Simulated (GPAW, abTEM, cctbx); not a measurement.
## Cu3Te4W: the scripts behind a bonding study

Short scripts, each with its output. The cell comes from substitution in a known structure type and wasn't matched to any measured phase.

## 1. Relax the structure

```text
cell
1.0
     6.021000000    0.000000000    0.000000000
     0.000000000    6.021000000    0.000000000
     0.000000000    0.000000000    6.021000000
W Te Cu
1 4 3
Direct
0.000000000 0.000000000 0.000000000
0.261700000 0.261700000 0.261700000
0.261700000 0.738300000 0.738300000
0.738300000 0.261700000 0.738300000
0.738300000 0.738300000 0.261700000
0.500000000 0.000000000 0.000000000
0.000000000 0.500000000 0.000000000
0.000000000 0.000000000 0.500000000
```

```python
from ase.constraints import FixSymmetry
from ase.filters import FrechetCellFilter
from ase.io import read, write
from ase.optimize import BFGS
from ase.parallel import parprint
from gpaw import GPAW, PW, FermiDirac

atoms = read("start.vasp")
atoms.set_constraint(FixSymmetry(atoms))
atoms.calc = GPAW(mode=PW(570), xc="PBE", kpts={"size": (3, 3, 3), "gamma": True},
                 occupations=FermiDirac(0.1), maxiter=120, symmetry={"tolerance": 1e-5}, txt="relax.txt")
BFGS(FrechetCellFilter(atoms), maxstep=0.15).run(fmax=0.03, steps=40)
parprint("cell  %.4f %.4f %.4f  %.2f %.2f %.2f" % tuple(atoms.cell.cellpar()))
parprint("volume %.3f A^3, largest force %.3f eV/A, largest stress %.2f GPa" % (atoms.get_volume(), abs(atoms.get_forces()).max(), 160.218 * abs(atoms.get_stress()).max()))
atoms.set_constraint()
write("relaxed.vasp", atoms, direct=True)
```

```console
$ OMP_NUM_THREADS=1 mpirun -n 4 gpaw python run.py > gpaw.log
```

```text
      Step        Energy          fmax
BFGS:    0      -35.428816        1.053043
BFGS:    1      -35.507178        0.859565
BFGS:    2      -35.650123        0.199441
BFGS:    3      -35.654190        0.088426
BFGS:    4      -35.654557        0.080666
BFGS:    5      -35.658818        0.084190
BFGS:    6      -35.662239        0.085214
BFGS:    7      -35.663326        0.038280
BFGS:    8      -35.663538        0.005652
cell  5.9315 5.9315 5.9315  90.00 90.00 90.00
volume 208.691 A^3, largest force 0.003 eV/A, largest stress 0.03 GPa
```

Time: 95 s on 4 cores of Arm Neoverse V1 (shared host), peak memory 1.3 GiB.

## 2. Build the all-electron density and subtract free atoms

```text
cell
1.0
     5.931545760    0.000000000    0.000000000
     0.000000000    5.931545760    0.000000000
     0.000000000    0.000000000    5.931545760
W Te Cu
1 4 3
Direct
0.000000000 0.000000000 0.000000000
0.257254460 0.257254460 0.257254460
0.257254460 0.742745540 0.742745540
0.742745540 0.257254460 0.742745540
0.742745540 0.742745540 0.257254460
0.500000000 0.000000000 0.000000000
0.000000000 0.500000000 0.000000000
0.000000000 0.000000000 0.500000000
```

```python
import numpy as np
from ase.io import read
from ase.units import Bohr
from gpaw import GPAW, PW, FermiDirac
from gpaw.calculator import GPAW as OldGPAW
from gpaw.mpi import serial_comm, world
from scipy.special import erfc
from scipy.spatial import cKDTree

atoms = read("cell.vasp")
atoms.calc = GPAW(mode=PW(450), xc="PBE", kpts={"size": (4, 4, 4), "gamma": True},
                 occupations=FermiDirac(0.1), maxiter=120, symmetry={"tolerance": 1e-5}, txt="scf.txt")
atoms.get_potential_energy()
rho = atoms.calc.get_all_electron_density(gridrefinement=2)
moments = atoms.get_magnetic_moments() if atoms.calc.get_number_of_spins() == 2 else np.zeros(len(atoms))
total = atoms.get_magnetic_moment() if moments.any() else 0.0
if world.rank == 0:
    free = OldGPAW(mode=PW(450), xc="PBE", txt=None, communicator=serial_comm)
    neutral = atoms.copy()
    neutral.set_initial_magnetic_moments(None)
    free.initialize(neutral)
    free.set_positions(neutral)
    drho = rho - free.get_all_electron_density(gridrefinement=2)
    # GPAW starts from confined atoms: exchange their smooth part for that of the datasets' free atoms
    h = np.stack(np.meshgrid(*[np.fft.fftfreq(n, 1 / n) for n in drho.shape], indexing="ij"), -1)
    gabs = np.linalg.norm(h @ atoms.cell.reciprocal(), axis=-1)
    tails = np.fft.fftn(free.get_pseudo_density(gridrefinement=2))
    g, form, v0 = np.linspace(0, gabs.max(), 1500), {}, 0
    for e in set(atoms.symbols):
        idx = atoms.symbols.search(e)
        d = free.setups[idx[0]].data
        r, w = d.rgd.r_g * Bohr, d.rgd.r_g**2 * d.rgd.dr_g
        j0 = np.sinc(2 * g[:, None] * r)
        smooth = sum(f * p**2 for f, p in zip(d.f_j, d.phit_jg)) + np.sqrt(4 * np.pi) * d.nct_g
        full = sum(f * p**2 for f, p in zip(d.f_j, d.phi_jg)) + np.sqrt(4 * np.pi) * d.nc_g
        phase = sum(np.exp(-2j * np.pi * h @ s) for s in atoms.get_scaled_positions()[idx])
        tails -= np.interp(gabs, g, j0 @ (smooth * w)) * phase * drho.size / atoms.get_volume()
        form[e] = j0 @ (full * w)
        v0 += 2 * np.pi / 3 * 14.3996 * (full * w * r**2).sum() * len(idx)  # V A^3
    tails *= 0.5 * erfc((gabs - 1.8) / 0.25)  # the tails differ at long wavelengths alone
    drho += np.fft.ifftn(tails).real  # crystal minus superposed spherical free atoms
    np.save("drho.npy", drho)
    dv = atoms.get_volume() / drho.size
    print("grid", drho.shape, " electrons %.3f" % (rho.sum() * dv), " moved by bonding %.3f e" % (abs(drho).sum() * dv / 2))
    pts = np.indices(drho.shape).reshape(3, -1).T / drho.shape @ atoms.cell
    shifts = (np.indices((3, 3, 3)).reshape(3, -1).T - 1) @ atoms.cell
    images = (atoms.positions[None] + shifts[:, None]).reshape(-1, 3)
    dist, idx = cKDTree(images).query(pts, k=4)
    out = drho.ravel()[dist[:, 0] > 0.5]
    print("deformation density beyond 0.5 A of the nuclei: max %.3f, min %.3f e/A^3" % (out.max(), out.min()))
    tie = dist < dist[:, :1] + 1e-4
    q = -np.bincount((idx % len(atoms))[tie], (drho.ravel()[:, None] / tie.sum(1, keepdims=True) * tie)[tie], len(atoms)) * dv
    print("atom        x       y       z   Voronoi charge  moment")
    for a, s, c, m in zip(atoms, atoms.get_scaled_positions(), q, moments):
        print("%-2s%-3d %7.4f %7.4f %7.4f %10.3f %10.2f" % (a.symbol, a.index + 1, *s, c, m))
    np.savez("free.npz", g=g, **form)
    print("mean inner potential of superposed free atoms %.3f V" % (v0 / atoms.get_volume()))
    print("total magnetic moment %.3f muB" % total)
```

```console
$ OMP_NUM_THREADS=1 mpirun -n 4 gpaw python run.py > gpaw.log
```

```text
grid (60, 60, 60)  electrons 369.000  moved by bonding 1.671 e
deformation density beyond 0.5 A of the nuclei: max 0.126, min -0.229 e/A^3
atom        x       y       z   Voronoi charge  moment
W 1    0.0000  0.0000  0.0000      0.025       0.00
Te2    0.2573  0.2573  0.2573     -0.009       0.00
Te3    0.2573  0.7427  0.7427     -0.009       0.00
Te4    0.7427  0.2573  0.7427     -0.009       0.00
Te5    0.7427  0.7427  0.2573     -0.009       0.00
Cu6    0.5000  0.0000  0.0000      0.004       0.00
Cu7    0.0000  0.5000  0.0000      0.004       0.00
Cu8    0.0000  0.0000  0.5000      0.004       0.00
mean inner potential of superposed free atoms 16.727 V
total magnetic moment 0.000 muB
```

Time: 20 s.

## 3. Fourier-transform the difference

```python
from cctbx import adptbx, crystal, miller, xray
from cctbx.eltbx import tiny_pse
import numpy as np

cs = crystal.symmetry(unit_cell=(5.9315, 5.9315, 5.9315, 90, 90, 90), space_group_symbol='Hall: P -4 2 3')  # P-43m
atoms = [  # label, site, U (iso, or U11 U22 U33 U12 U13 U23 in A^2), occupancy
    ("W1", (0, 0, 0), 0.0000, 1),
    ("Te1", (0.25725, 0.25725, 0.25725), 0.0000, 1),
    ("Cu1", (0.5, 0, 0), 0.0000, 1),
]
xs = xray.structure(crystal_symmetry=cs)
for label, site, u, occ in atoms:
    u = adptbx.u_cif_as_u_star(cs.unit_cell(), u) if isinstance(u, tuple) else u
    xs.add_scatterer(xray.scatterer(label, site=site, u=u, occupancy=occ))
xs.scattering_type_registry(table="wk1995")
drho = np.load("drho.npy")
T = np.array([[1, 0, 0], [0, 1, 0], [0, 0, 1]])  # conventional axes in terms of the primitive ones
dF = np.fft.ifftn(drho) * 208.69097  # electrons a conventional cell, indexed by primitive hkl
ms = miller.build_set(cs, anomalous_flag=False, d_min=0.9).sort("resolution")
iam = ms.structure_factors_from_scatterers(xs, algorithm="direct").f_calc()
p1 = xs.expand_to_p1()
z = np.array([tiny_pse.table(sc.scattering_type).atomic_number() for sc in p1.scatterers()])
x = np.array(p1.sites_frac())
free = np.load("free.npz")
print("static structure factors of the conventional cell: F in electrons, V (Mott-Bethe) in volts")
print("   h  k  l      d  |F| table  |F| free   |F| DFT   change   |V| free  |V| DFT  change %")
for h, d, table in list(zip(ms.indices(), ms.d_spacings().data(), iam.data()))[:16]:
    df = dF[tuple(np.rint(np.linalg.solve(T, h)).astype(int))]
    phase = np.exp(2j * np.pi * x @ h)
    f = sum(np.interp(1 / d, free["g"], free[sc.scattering_type]) * p for sc, p in zip(p1.scatterers(), phase))
    fz = (z * phase).sum()
    c = 14.3996 * d * d / (np.pi * cs.unit_cell().volume())
    v0, v1 = abs(fz - f) * c, abs(fz - f - df) * c
    print("%4d%3d%3d %7.4f %9.3f %9.3f %9.3f %8.3f %9.3f %8.3f %8s" % (h + (d, abs(table), abs(f), abs(f + df), abs(f + df) - abs(f), v0, v1, "%.1f" % (100 * (v1 / v0 - 1)) if v0 > 0.02 else "-")))
```

```console
$ python run.py
```

```text
static structure factors of the conventional cell: F in electrons, V (Mott-Bethe) in volts
   h  k  l      d  |F| table  |F| free   |F| DFT   change   |V| free  |V| DFT  change %
   0  1  0  5.9315    89.493    89.438    89.627    0.190     3.161    3.014     -4.6
   0  1  1  4.1942    42.373    42.403    42.507    0.103     1.170    1.130     -3.4
   1  1  1  3.4246   180.190   180.292   180.467    0.175     7.087    7.045     -0.6
   0  2  0  2.9657    34.918    35.419    35.821    0.402     2.071    1.993     -3.7
   0  2  1  2.6526    94.960    94.774    94.616   -0.158     2.729    2.754      0.9
   1  2  1  2.4215    41.202    41.279    41.259   -0.020     0.933    0.940      0.7
   0  2  2  2.0971   282.258   281.739   281.035   -0.704     8.263    8.331      0.8
   1  2  2  1.9772    73.419    73.133    72.791   -0.341     1.759    1.789      1.7
   0  3  0  1.9772   101.376   101.103   100.852   -0.251     2.596    2.617      0.8
   0  3  1  1.8757    35.815    35.851    35.912    0.061     0.607    0.603     -0.8
   1  3  1  1.7884   146.873   146.900   146.639   -0.261     4.173    4.195      0.5
   2  2  2  1.7123    27.517    28.092    28.384    0.291     1.052    1.033     -1.8
   0  3  2  1.6451    55.576    55.323    55.116   -0.207     1.157    1.169      1.1
   1  3  2  1.5853    38.273    38.282    38.468    0.186     0.652    0.640     -1.8
   0  4  0  1.4829   243.630   243.204   242.921   -0.283     5.909    5.923      0.2
   2  3  2  1.4386    88.928    88.747    88.827    0.080     1.926    1.922     -0.2
```

Time: 0.31 s on 1 core of Arm Neoverse V1 (shared host), peak memory 0.08 GiB.

## 4. Rock the beam across one reflection

```python
import abtem
import numpy as np
from ase.build import make_supercell
from ase.io import read

abtem.config.set({"dask.lazy": False, "fft": "fftw", "diagnostics.progress_bar": False})
M = [[0, -1, 0], [1, 0, 0], [0, 0, 1]]  # rows: x, y and beam direction in the primitive cell's axes
unit = make_supercell(read("cell.vasp"), M)
unit.set_cell(list(unit.cell.lengths()) + [90, 90, 90], scale_atoms=True)
unit.positions[:, 2] += 0.7414  # keeps atomic planes off the slice boundaries
unit.wrap()
slab = unit * (1, 1, 84)
print(slab.get_chemical_formula(), "| box %.2f x %.2f x %.2f A" % tuple(slab.cell.lengths()))

# change of the potential by bonding, from the DFT deformation density (Poisson's equation term by term)
drho = np.load("drho.npy")
prim = read("cell.vasp")
h = np.stack(np.meshgrid(*[np.fft.fftfreq(n, 1 / n) for n in drho.shape], indexing="ij"), -1).reshape(-1, 3).astype(int)
g2 = ((h @ prim.cell.reciprocal()) ** 2).sum(1)
keep = (g2 > 0) & (g2 < 2.5**2)
shape = (132, 132, 36)
vg = np.zeros(shape, complex)
hm = h[keep] @ np.array(M).T
move = np.exp(-2j * np.pi * hm[:, 2] * (0.7414 / unit.cell[2, 2] - 0.5 / shape[2]))  # the same shift, sampled at mid-points
vg[tuple(hm.T % np.array(shape)[:, None])] = -14.3996 / np.pi * (np.fft.fftn(drho).ravel() / drho.size)[keep] / g2[keep] * move
dV = np.fft.ifftn(vg).real * vg.size
dV = dV.reshape(132, 132, 4, 9).mean(3) * unit.cell[2, 2] / 4  # V A, projected in each slice
dV = np.tile(dV.transpose(2, 0, 1), (84, 1, 1))


def build(atoms):
    p = abtem.Potential(atoms, gpts=(132, 132), slice_thickness=[slab.cell[2, 2] / 336] * 336,
                        parametrization="lobato", projection="infinite", exit_planes=84).build()
    p.array[:] += BONDING * dV
    return p


def potentials():
    yield build(slab)  # atoms at rest


for label, BONDING in (("IAM", 0.0), ("DFT", 1.0)):
    print("=====", label)
    potential = build(slab)
    print("grid", potential.gpts, "slices", potential.num_slices)
    thickness = potential.exit_thicknesses
    h = np.array(M) @ np.linalg.solve(np.array([[1, 0, 0], [0, 1, 0], [0, 0, 1]]), [1, 0, 0])
    ix, iy = round(h[0]) * 1, round(h[1]) * 1
    gxy = h[:2] / unit.cell.lengths()[:2]
    along = gxy / np.hypot(*gxy)
    across = np.array([-along[1], along[0]])
    bragg = 500 * abtem.PlaneWave(energy=200000).wavelength * np.hypot(*gxy)
    print("Bragg angle %.3f mrad; beam tilted 46 mrad off the zone axis across the row" % bragg)
    print("dark-field intensity of 1 0 0 against tilt along the row, in Bragg angles")
    print("  t (A)" + "".join("%8.2f" % s for s in [0.2, 0.4, 0.6, 0.8, 1.0, 1.2, 1.4, 1.6, 1.8, 2.0, 2.2, 2.4, 2.6]))
    rows = []
    row = [(n * ix, n * iy) for n in range(-8, 9)]
    for s in [0.2, 0.4, 0.6, 0.8, 1.0, 1.2, 1.4, 1.6, 1.8, 2.0, 2.2, 2.4, 2.6]:
        tilt = -s * bragg * along + 46 * across
        dp = abtem.PlaneWave(energy=200000, tilt=tuple(tilt)).multislice(potential).diffraction_patterns(max_angle="valid").array
        rows.append(dp[:, dp.shape[1] // 2 + ix, dp.shape[2] // 2 + iy])
        if s == 1.0:
            cx, cy = dp.shape[1] // 2, dp.shape[2] // 2
            share = sum(dp[:, cx + i, cy + j] for i, j in row if abs(i) < cx and abs(j) < cy) / dp.sum(axis=(1, 2))
            total = dp.sum(axis=(1, 2))
    for t, a in list(zip(thickness, np.array(rows).T))[1:]:
        print("%7.1f" % t + "".join("%8.4f" % v for v in a))
    print("at the Bragg tilt, share in the row:", share[1:].round(3).tolist(), "total:", total[1:].round(3).tolist())
```

```console
$ python run.py
```

```text
Cu252Te336W84 | box 5.93 x 5.93 x 498.25 A
===== IAM
grid (132, 132) slices 336
Bragg angle 2.114 mrad; beam tilted 46 mrad off the zone axis across the row
dark-field intensity of 1 0 0 against tilt along the row, in Bragg angles
  t (A)    0.20    0.40    0.60    0.80    1.00    1.20    1.40    1.60    1.80    2.00    2.20    2.40    2.60
  124.6  0.0433  0.0440  0.0445  0.0447  0.0448  0.0447  0.0445  0.0440  0.0432  0.0423  0.0413  0.0404  0.0397
  249.1  0.0741  0.0758  0.0793  0.0830  0.0845  0.0832  0.0793  0.0753  0.0729  0.0721  0.0725  0.0731  0.0742
  373.7  0.0289  0.0304  0.0377  0.0472  0.0535  0.0472  0.0372  0.0293  0.0271  0.0328  0.0456  0.0599  0.0712
  498.2  0.0016  0.0009  0.0026  0.0116  0.0229  0.0119  0.0027  0.0008  0.0015  0.0021  0.0056  0.0046  0.0132
at the Bragg tilt, share in the row: [0.7590000033378601, 0.5820000171661377, 0.4259999990463257, 0.3499999940395355] total: [0.9929999709129333, 0.9869999885559082, 0.9810000061988831, 0.9710000157356262]
===== DFT
grid (132, 132) slices 336
Bragg angle 2.114 mrad; beam tilted 46 mrad off the zone axis across the row
dark-field intensity of 1 0 0 against tilt along the row, in Bragg angles
  t (A)    0.20    0.40    0.60    0.80    1.00    1.20    1.40    1.60    1.80    2.00    2.20    2.40    2.60
  124.6  0.0398  0.0405  0.0409  0.0411  0.0412  0.0411  0.0409  0.0404  0.0397  0.0389  0.0380  0.0372  0.0365
  249.1  0.0704  0.0719  0.0752  0.0786  0.0800  0.0788  0.0752  0.0714  0.0692  0.0686  0.0691  0.0699  0.0712
  373.7  0.0298  0.0316  0.0394  0.0492  0.0557  0.0492  0.0389  0.0305  0.0280  0.0335  0.0464  0.0606  0.0718
  498.2  0.0030  0.0019  0.0042  0.0145  0.0269  0.0147  0.0042  0.0017  0.0028  0.0031  0.0052  0.0044  0.0150
at the Bragg tilt, share in the row: [0.7580000162124634, 0.5809999704360962, 0.421999990940094, 0.3499999940395355] total: [0.9929999709129333, 0.9869999885559082, 0.9810000061988831, 0.972000002861023]
```

Time: 18 s.

[Outputs are excerpts: Python notices, other lines and further rows are left out; steps that failed or that the build refused (PBEsol, TPSS) are not shown.]

[Logs are printed without paths, hosts, clocks, repeated set-up lines and the standing remarks that a program may print on its own settings, such as how far it seeks lower states.]
